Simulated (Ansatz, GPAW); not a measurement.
# Work function of a 9-layer slab of Ba(100) at several levels, part 3 of 3

Wanted: work functions and dipole of a 9-layer slab of Ba(100), with the cost of each level.

GPAW 26.7.0 and Ansatz 0.2.0; Ansatz plane waves; slab in vacuum with a dipole correction, relaxation (the session's first sound run).

So far, upper work function (eV): step 2 (relaxation, PBE) 2.36; step 4 (self-consistent run: xc = "LDA") 2.52; step 5 (self-consistent run: xc = "revPBE") 2.25; step 6 (self-consistent run: xc = "vdW-DF2", GPAW, PAW setups, GPAW) 2.69; step 7 (self-consistent run: xc = "RPBE") 2.25.

## 8. OptPBE vdW: xc = "optPBE-vdW"

Level of this step: GPAW, PAW setups; slab in vacuum (GPAW).

The same geometry under optPBE-vdW, to see how far the functional moves the levels against the vacuum (the van der Waals functionals take revPBE setups).

The input, run.py:

```python
import json
import numpy as np
from ase import Atoms
from gpaw import GPAW, PW

slab = Atoms(
    ['Ba', 'Ba', 'Ba', 'Ba', 'Ba', 'Ba', 'Ba', 'Ba', 'Ba'],
    positions=[
        [0.00000, 0.00000, 9.00000],
        [2.51000, 2.51000, 11.51000],
        [0.00000, 0.00000, 14.02000],
        [2.51000, 2.51000, 16.53000],
        [0.00000, 0.00000, 19.03496],
        [2.51000, 2.51000, 21.55544],
        [0.00000, 0.00000, 24.08889],
        [2.51000, 2.51000, 26.51680],
        [-0.00000, 0.00000, 29.13487]],
    cell=[[5.02, 0.0, 0.0], [0.0, 5.02, 0.0], [0.0, 0.0, 38.08]],
    pbc=[True, True, False])

slab.calc = GPAW(mode=PW(400), xc='optPBE-vdW', kpts={'size': (6, 6, 1), 'gamma': True},
                 occupations={'name': 'fermi-dirac', 'width': 0.1}, nbands='160%',
                 convergence={'density': 1e-05}, maxiter=200,
                 poissonsolver={'dipolelayer': 'xy'},
                 symmetry={'tolerance': 1e-3}, txt='slab.txt')
result = {}
energy = slab.get_potential_energy()
fermi = slab.calc.get_fermi_level()
v = slab.calc.get_electrostatic_potential().mean((0, 1)) - fermi
n = slab.calc.get_pseudo_density().mean((0, 1))
L = slab.cell[2, 2]
z = np.arange(len(v)) * L / len(v)
low, high = slab.positions[:, 2].min(), slab.positions[:, 2].max()
below, above = np.interp([low - 6.8, high + 6.8], z, v)
slopes = [np.interp(x, z, np.gradient(v, z)) for x in (low - 6.8, high + 6.8)]
eps = np.array([[slab.calc.get_eigenvalues(k, s) for k in range(len(slab.calc.get_ibz_k_points()))]
                for s in range(slab.calc.get_number_of_spins())]) - fermi
top, bottom = eps[eps < 0].max(), eps[eps > 0].min()
dipole = slab.get_dipole_moment()[2]
print(f'energy {energy:.4f} eV, Fermi level {fermi:.4f} eV, dipole {dipole:.5f} e A')
print(f'potential 6.8 A off the faces, from the Fermi level: lower {below:.4f} eV, upper {above:.4f} eV')
print(f'slope of the potential there: lower {slopes[0]:.5f}, upper {slopes[1]:.5f} eV/A')
print(f'nearest levels on the mesh: {top:.4f} and {bottom:.4f} eV')
print('magnetic moment', round(slab.get_magnetic_moment(), 3))
result.update(energy=energy, fermi=fermi, dipole=dipole, below=below, above=above, slopes=slopes, edges=[top, bottom],
              z=z.tolist(), v=v.tolist(), n=n.tolist(), positions=slab.positions.tolist(),
              forces=slab.get_forces(apply_constraint=False).tolist(), moments=slab.get_magnetic_moments().tolist())
json.dump(result, open('result.json', 'w'))
```

On the command line:

```
OMP_NUM_THREADS=1 OPENBLAS_NUM_THREADS=1 python run.py
```

Numbers of over 12 decimals in the logs are rounded to 6 here.

The log of the run:

```text
energy -149.1207 eV, Fermi level 2.0032 eV, dipole 0.00118 e A
potential 6.8 A off the faces, from the Fermi level: lower 2.5324 eV, upper 2.5239 eV
slope of the potential there: lower -0.00044, upper 0.00046 eV/A
nearest levels on the mesh: -0.0006 and 0.0163 eV
magnetic moment 0.0
```

Elapsed: 34 min, on 1 thread of Arm Neoverse V2, shared host; peak memory 1.1 GiB.

This step gave:

```yaml
dipole_along_the_normal: 0.001178 e·Å
levels_nearest_the_fermi_level_on_the_mesh: -5.81e-4, 0.01633 eV from the Fermi level
upper_work_function: 2.524 eV
lower_work_function: 2.532 eV
```

The electrostatic potential energy of an electron (without an applied field's), less the Fermi level, planar mean oscillates, so the rows of the table below give means over windows of 2.54 Å about each position, cut where the curve ends. Its maxima inside the range that stand out by 2 % of the span (Å: eV): 10.3: -0.637, 12.8: -0.557, 15.2: -0.573, 17.8: -0.577, 20.3: -0.531, 22.8: -0.470, 25.3: -0.861, 27.8: -0.269. Its minima: 9.0: -12.2, 11.5: -11.7, 14.1: -11.8, 16.5: -11.8, 19.0: -11.8, 21.6: -11.8, 24.1: -11.8, 26.6: -11.7, 29.1: -12.1.

Table of electrostatic potential energy of an electron (without an applied field's), less the Fermi level, planar mean by z; means over each step:

z (Å), electrostatic potential energy of an electron (without an applied field's), less the Fermi level, planar mean (eV) and a bar from the least value:
```
     1.27        2.5 ##############################
     3.81        2.5 ##############################
     6.35        2.1 ############################
     8.89       -5.0 
    11.43       -4.9 
    13.97       -4.9 
    16.51       -4.9 
    19.05       -4.9 
    21.59       -4.9 
    24.13       -5.0 
    26.67       -4.8 #
    29.21       -4.9 
    31.75        2.1 ############################
    34.29        2.5 ##############################
    36.83        2.5 ##############################
```

The upper face's work function is 2.524 eV, against 2.354 eV in the first plane-wave PBE run at this geometry.

## 9. Real-space grid: mode = "fd"

A real-space grid is a second complete basis, so it checks the plane-wave result.

run.py, as its differences from that of step 8:

```diff
@@ -3,3 +3,3 @@
 from ase import Atoms
-from gpaw import GPAW, PW
+from gpaw import GPAW
 
@@ -20,3 +20,3 @@
 
-slab.calc = GPAW(mode=PW(400), xc='optPBE-vdW', kpts={'size': (6, 6, 1), 'gamma': True},
+slab.calc = GPAW(mode='fd', h=0.18, xc='PBE', kpts={'size': (6, 6, 1), 'gamma': True},
                  occupations={'name': 'fermi-dirac', 'width': 0.1}, nbands='160%',
```

The log of the run:

```text
energy -15.7947 eV, Fermi level -2.3568 eV, dipole 0.00078 e A
potential 6.8 A off the faces, from the Fermi level: lower 2.3595 eV, upper 2.3539 eV
slope of the potential there: lower -0.00021, upper 0.00021 eV/A
nearest levels on the mesh: -0.0050 and 0.0145 eV
magnetic moment 0.0
```

It took 77 min on 1 thread; peak memory 3.2 GiB.

This step gave:

- dipole along the normal: 7.76e-4 e·Å
- levels nearest the Fermi level on the mesh: -0.004983, 0.01452 eV from the Fermi level
- upper work function: 2.354 eV
- lower work function: 2.359 eV

The upper face's work function is 2.354 eV, against 2.354 eV in the first plane-wave PBE run at this geometry.

## 10. Cost and result by level

Times are for 1 thread of Arm Neoverse V2, shared host. Results by setting:

```
no.         run  upper work function (eV)  lower work function (eV)    time  memory (GiB)
  1          pw                     2.354                     2.360  39 min           0.6
  2         LDA                     2.522                     2.530  14 min           0.6
  3      revPBE                     2.255                     2.259  14 min           0.6
  4     vdW DF2                     2.693                     2.703  36 min           1.1
  5        RPBE                     2.251                     2.256  16 min           0.6
  6  optPBE vdW                     2.524                     2.532  34 min           1.1
  7          fd                     2.354                     2.359  77 min           3.2
```

## 11. A second plane-wave code

A second program with its own datasets checks the number independently.

This step: Ansatz plane waves; slab in vacuum with a dipole correction (Ansatz 0.2.0).

The input, input.yaml:

```yaml
crystal:
  lattice:
    - [5.02, 0.0, 0.0]
    - [0.0, 5.02, 0.0]
    - [0.0, 0.0, 38.08]
  atoms:
    - { symbol: Ba, position: [0.0, 0.0, 0.2363445378] }
    - { symbol: Ba, position: [0.5, 0.5, 0.3022584034] }
    - { symbol: Ba, position: [0.0, 0.0, 0.3681722689] }
    - { symbol: Ba, position: [0.5, 0.5, 0.4340861345] }
    - { symbol: Ba, position: [0.0, 0.0, 0.4998675953] }
    - { symbol: Ba, position: [0.5, 0.5, 0.5660568064] }
    - { symbol: Ba, position: [0.0, 0.0, 0.632586284] }
    - { symbol: Ba, position: [0.5, 0.5, 0.6963444419] }
    - { symbol: Ba, position: [0.0, 0.0, 0.7650962809] }
kpoints:
  mp_grid: { grid: [6, 6, 1] }
hamiltonian:
  xc: pbe
scf:
  occupations: { method: fermi_dirac, width: 0.1 }
efield:
  axis: 3
  dipole_correction: true
  ramp_width: 0.05
output:
  forces: true
  write_potential: true
  write_density: true
  volumetric_format: npy
```

On the command line:

```
ansatz run input.yaml --threads 4 --pin off --max-ram 8192MiB --backend cpu --events-out ev --progress --plain --runs-dir out
```

The log of the run:

```text
[...]
Crystal: 9 atoms, lattice volume = 959.631 Å³
Basis set: ecut = 420 eV, 18795 PW (Γ), exchange–correlation on 72×72×512 points (8 copies of the dense FFT grid, shifted against one another)
Bands: 54, of which v1, the nominal top of the filled ones, is band 45 counted from 1 (44 counted from 0)
Symmetry: 8 space group operations
[...]
k-points: 10 of 36
[...]
SCF iter   1: F=—  HF=-53545.052692 eV  |F-HF|=—  |Δ(HF+E_count)|=         —  Δρ=9.60e-4  dr2=2.27e-1  ethr=1.77e-3  p=0.002 e·Å  D=3.82e-4 V/Å  ΔV_dip=-0.01 eV  dr2_dipole=5.68e-3  V_vac-E_F(+/−)=2.30/2.31 eV  ⟨swp⟩=16.9  Hψ=9321  notcnv=0
[...]
SCF iter   7: F=-53545.049477 eV  HF=-53545.049477 eV  |F-HF|=2.32e-9  |Δ(HF+E_count)|=  3.57e-10  Δρ=1.15e-6  dr2=2.59e-8  ethr=1.11e-10  p=0.001 e·Å  D=1.55e-4 V/Å  ΔV_dip=-0.01 eV  dr2_dipole=3.66e-11  V_vac-E_F(+/−)=2.35/2.36 eV  ⟨swp⟩=17.3  Hψ=5775  notcnv=0
SCF 1 converged in 7 iterations: F = -53545.049477 eV  dr2 = 2.59e-8
[...]
SCF converged after 7 iterations
Free energy (F): -53545.049477 eV
[...]
Internal energy: -53544.575899 eV  (E = F + TS)
E sigma→0 (E₀):  -53544.812688 eV
Entropy (-TS):   -0.473578 eV (-52.620 meV/atom)
Fermi energy:    2.555835 eV
Dipole field:    D = 0.000159 V/Å  (p = 0.000843 e·Å, saw-weighted, corrected)
Work function:   Φ+ = 2.3548 eV   Φ− = 2.3609 eV
[...]
--- Forces (eV/Å), atoms counted from 1 ---
  atom   1  Ba     0.00000000     0.00000000    -0.06639395
  atom   2  Ba    -0.00000000     0.00000000     0.11559002
  atom   3  Ba     0.00000000     0.00000000    -0.06741773
  atom   4  Ba     0.00000000     0.00000000     0.01444122
  atom   5  Ba    -0.00000000     0.00000000     0.00326609
  atom   6  Ba    -0.00000000     0.00000000    -0.00071166
  atom   7  Ba     0.00000000     0.00000000     0.00412804
  atom   8  Ba    -0.00000000     0.00000000     0.00183480
  atom   9  Ba    -0.00000000     0.00000000    -0.00473593
  max |Σ_I F_I| component: 8.89e-7 eV/Å
--- Band table (eV; the first three rows and the last of 10) ---
  k-point 0: bands = [... 41 lower, 1.9210, 2.0606, 2.0637, 2.1901, 2.1975, 2.1990, 2.4296, 2.7586, ... 14 higher]
  k-point 1: bands = [... 41 lower, 1.9937, 2.1869, 2.2195, 2.2645, 2.2697, 2.3762, 2.5685, 2.8251, ... 14 higher]
  k-point 2: bands = [... 41 lower, 1.9418, 2.1309, 2.2604, 2.2785, 2.5891, 2.7064, 2.9263, 3.1018, ... 14 higher]
  k-point 9: bands = [... 41 lower, 2.3958, 2.6966, 2.8330, 2.9596, 2.9596, 2.9637, 2.9996, 2.9996, ... 14 higher]
```

It took 25 s on 4 threads; peak memory 1.7 GiB.

Numbers from this step:

| Quantity | Value |
| --- | --- |
| upper work function | 2.355 eV |
| lower work function | 2.361 eV |
| dipole along the normal | 8.43e-4 e·Å |
| dipole field | 1.59e-4 V/Å |
| vacuum level below | 4.917 eV |

The electrostatic potential energy of an electron (with the applied field's), less the Fermi level, planar mean oscillates, so the rows of the table below give means over windows of 2.53 Å about each position, cut where the curve ends. Its maxima inside the range that stand out by 2 % of the span (Å: eV): 10.3: -0.644, 12.8: -0.576, 15.3: -0.602, 17.9: -0.637, 20.2: -0.586, 22.8: -0.521, 25.3: -0.889, 27.8: -0.274. Its minima: 9.1: -5.30, 11.5: -4.83, 14.0: -4.97, 16.5: -4.98, 19.0: -4.97, 21.6: -4.98, 24.1: -4.98, 26.5: -4.85, 29.2: -5.34.

Table of electrostatic potential energy of an electron (with the applied field's), less the Fermi level, planar mean by z; means over each step:

```
z (Å)  electrostatic potential energy of an electron (with the applied field's), less the Fermi level, planar mean (eV)
 1.26                                                                                                              2.36
 3.79                                                                                                              2.36
 6.33                                                                                                              2.01
 8.86                                                                                                             -2.90
11.39                                                                                                             -2.83
13.92                                                                                                             -2.90
16.45                                                                                                             -2.90
18.98                                                                                                             -2.90
21.51                                                                                                             -2.89
24.04                                                                                                             -2.93
26.57                                                                                                             -2.81
29.10                                                                                                             -2.96
31.63                                                                                                              1.87
34.16                                                                                                              2.35
36.69                                                                                                              2.36
```

The valence density, planar mean oscillates, so the rows of the table below give means over windows of 2.53 Å about each position, cut where the curve ends. Its maxima inside the range that stand out by 2 % of the span (Å: e/Å³): 9.1: 0.213, 11.5: 0.219, 14.0: 0.218, 16.5: 0.218, 19.0: 0.218, 21.6: 0.218, 24.1: 0.219, 26.5: 0.219, 29.0: 0.212. Its minima: 10.3: 0.0730, 12.8: 0.0717, 15.3: 0.0727, 17.9: 0.0739, 20.2: 0.0724, 22.8: 0.0713, 25.3: 0.0792, 27.8: 0.0644.

Valence density, planar mean against z; means over each step:

```
z (Å)  valence density, planar mean (e/Å³)
 1.26                               9.7e-7
 3.79                               8.6e-5
 6.33                              0.00504
 8.86                                0.147
11.39                                0.158
13.92                                0.157
16.45                                0.158
18.98                                0.157
21.51                                0.157
24.04                                0.158
26.57                                0.158
29.10                                0.148
31.63                              0.00732
34.16                               1.2e-4
36.69                               1.4e-6
```

Force by atom:

```
atom  x (eV/Å)  y (eV/Å)  z (eV/Å)   size
 Ba1     0.000     0.000    -0.066  0.066
 Ba2     0.000     0.000     0.116  0.116
 Ba3     0.000     0.000    -0.067  0.067
 Ba4     0.000     0.000     0.014  0.014
 Ba5     0.000     0.000     0.003  0.003
 Ba6     0.000     0.000    -0.001  0.001
 Ba7     0.000     0.000     0.004  0.004
 Ba8     0.000     0.000     0.002  0.002
 Ba9     0.000     0.000    -0.005  0.005
```

The upper face's work function is 2.355 eV, against 2.354 eV in the first plane-wave PBE run at this geometry.

## 12. Side by side

Results and costs are gathered.

This step: comparison of work functions, dipole and cost (GPAW 26.7.0).

Ladder, by row:

```
      step    code  work function, upper (eV)  work function, lower (eV)  dipole (e Å)  wall time (s)  peak memory (GiB)  threads
        pw    GPAW                      2.354                       2.36       7.60e-4           2314                0.6        1
       LDA    GPAW                      2.522                       2.53      0.001101          843.8                0.6        1
    revPBE    GPAW                      2.255                      2.259       5.00e-4          837.5                0.6        1
   vdW-DF2    GPAW                      2.693                      2.703      0.001398           2185                1.1        1
      RPBE    GPAW                      2.251                      2.256       6.37e-4          984.7                0.6        1
optPBE-vdW    GPAW                      2.524                      2.532      0.001178           2019                1.1        1
        fd    GPAW                      2.354                      2.359       7.76e-4           4629               3.25        1
    ansatz  Ansatz                      2.355                      2.361       8.43e-4          24.74              1.666        4
```

## 13. A changed run

One more run, with changed settings.

This step: GPAW, PAW setups; slab in vacuum (GPAW 26.7.0).

run.py, as its differences from that of step 9:

```diff
@@ -3,3 +3,3 @@
 from ase import Atoms
-from gpaw import GPAW
+from gpaw import GPAW, PW
 
@@ -20,5 +20,5 @@
 
-slab.calc = GPAW(mode='fd', h=0.18, xc='PBE', kpts={'size': (6, 6, 1), 'gamma': True},
+slab.calc = GPAW(mode=PW(400), xc='PBE', kpts={'size': (1, 1, 1), 'gamma': True},
                  occupations={'name': 'fermi-dirac', 'width': 0.1}, nbands='160%',
-                 convergence={'density': 1e-05}, maxiter=200,
+                 convergence={'density': 1e-05}, maxiter=75,
                  poissonsolver={'dipolelayer': 'xy'},
```

On the command line:

```
OMP_NUM_THREADS=1 OPENBLAS_NUM_THREADS=1 python run.py
```

The log of the run:

```text
energy -24.9777 eV, Fermi level 1.5016 eV, dipole 0.00046 e A
potential 6.8 A off the faces, from the Fermi level: lower 3.1469 eV, upper 3.1436 eV
slope of the potential there: lower -0.00019, upper 0.00019 eV/A
nearest levels on the mesh: -0.0135 and 0.0080 eV
magnetic moment 0.0
```

It took 63 s on 1 thread; peak memory 0.33 GiB.

The run finished. A setting was moved off its sound value on purpose, so it serves as a test and not as the result.

The fault put into the input: one k-point (kpts = [1, 1]).

The two runs compared:

```
                quantity  this run  sound run  difference
upper work function (eV)    3.1436     2.3544       0.789
lower work function (eV)    3.1469     2.3599       0.787
```

The two runs differ clearly in the upper work function: 3.14 eV against 2.35 eV.

## 14. Summary of results

- work function, upper and lower face: 2.354 and 2.360 eV
- dipole along the normal: 7.6e-4 e Å

**Reading.** With plane waves and PBE the work function is 2.35 eV on the upper face and 2.36 eV on the lower. The measured value for polycrystalline Ba, which weights the faces of low work function, is 2.53 eV (as compiled in "Anisotropic work function of elemental crystals", 2019, arxiv:1902.07811); the relaxed upper face lies 0.18 eV under it with PBE, and optPBE-vdW comes nearest (2.52 eV). Measured work functions scatter by a tenth of an eV or more between methods. Over the sound runs of the table the upper face's work function spans 2.251 (RPBE) to 2.693 eV (vdW-DF2). The two plane-wave codes differ by 4.2e-4 eV on the upper face. The small printed dipole stands for a step of -5.5 meV from the lower to the upper face, and the probes find -5.4 meV; values this small are near the numerical noise of both. The in-plane lattice was kept as typed, which isn't the functional's own and leaves some strain; spin-orbit coupling and temperature are left out.

[Logs are printed without paths, hosts, clocks, repeated set-up lines and the standing remarks that a program may print on its own settings, such as how far it seeks lower states.]

[Hosts, paths, dates, database ids (printed as entryN), source tags and the programs' standing remarks are cut or masked in the printed files.]
